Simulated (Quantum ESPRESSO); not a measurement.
# Fe: energy over the lowest against total spin moment, fitted and tested on a withheld row

The database entry behind the starting cell differs from later determinations by our own check (an axis about 0.7 % long against later determinations), so it need not match the best structure at ambient conditions.

System: Fe, 1 Fe in the cell, space group Im-3m. Cell as run: a = 2.499, b = 2.499, c = 2.499 Å, angles 109.5, 109.5, 109.5°, 1 atoms. From the study “E(M) of Fe”.

Method: PBE; plane waves with GBRV 1.5 PBE potentials (Quantum ESPRESSO 7.5). Settings shared by all rows: cutoff 544.23 eV, 14×14×14 k-mesh, fermi-dirac occupations, smearing width 0.136 eV. The cell holds one seeded atom, so opposed orders, which may lie lower, cannot form in it.

Computed values, one withheld:

```
total spin moment (μB a cell)  energy over the lowest (meV a cell)
                            0                                550.3
                        0.319                                529.8
                        0.637                                471.1
                        0.956                                381.6
                        1.275                                    ?
                        1.593                                161.4
                        1.912                                 63.3
                        2.231                                  4.8
                       2.3605                                  0.0
                        2.549                                 10.8
                        2.868                                108.4
                        3.187                                363.9
```

What energy over the lowest should the row at total spin moment = 1.275 μB a cell hold? Fit a suitable law to the other rows.

**Law.** Time reversal makes the energy at fixed moment even in the moment, so it is expanded as a Landau series in M². In symbols, E = c0 + c2 M² + c4 M⁴ + c6 M⁶, with energy over the lowest in meV a cell.

**Fit.** Least squares on 11 rows gives c0 = 548.257, c2 = -194.951, c4 = 16.955 and c6 = 0.042188.

```
total spin moment (μB a cell)  computed     fit  computed − fit
                            0     550.3  548.26            2.04
                        0.319     529.8  528.59            1.21
                        0.637     471.1  471.95           -0.85
                        0.956     381.6  384.28           -2.68
                        1.593     161.4  163.41           -2.01
                        1.912      63.3   64.22           -0.92
                        2.231       4.8    3.16            1.64
                       2.3605       0.0   -4.31            4.31
                        2.549      10.8    8.93            1.87
                        2.868     108.4  115.32           -6.92
                        3.187     363.9  361.50            2.40
```

The fit has a minimum at M = 2.37 μB a cell. Its quadratic term is negative, which makes M = 0 a maximum of the fitted curve.

**Prediction.** At total spin moment = 1.275 μB a cell the law predicts 276.33 meV a cell. The computed value is 273.2 meV a cell, 3.13 below the prediction (1.1 % of it). The row lies between fitted rows, so this is an interpolation. The miss is about equal to the rms residual of the fit, 2.97.

[Logs and program files are shortened in this print: banners, set-up blocks, solver, clock and traceback lines can be left out without a mark of their own.]

[Logs are printed without paths, hosts, clocks, repeated set-up lines and the standing remarks that a program may print on its own settings, such as how far it seeks lower states.]

[Hosts, paths, dates, database ids (printed as entryN), source tags and the programs' standing remarks are cut or masked in the printed files.]

[Where a cell is said to come from a database of computed structures, the database is the Materials Project.]
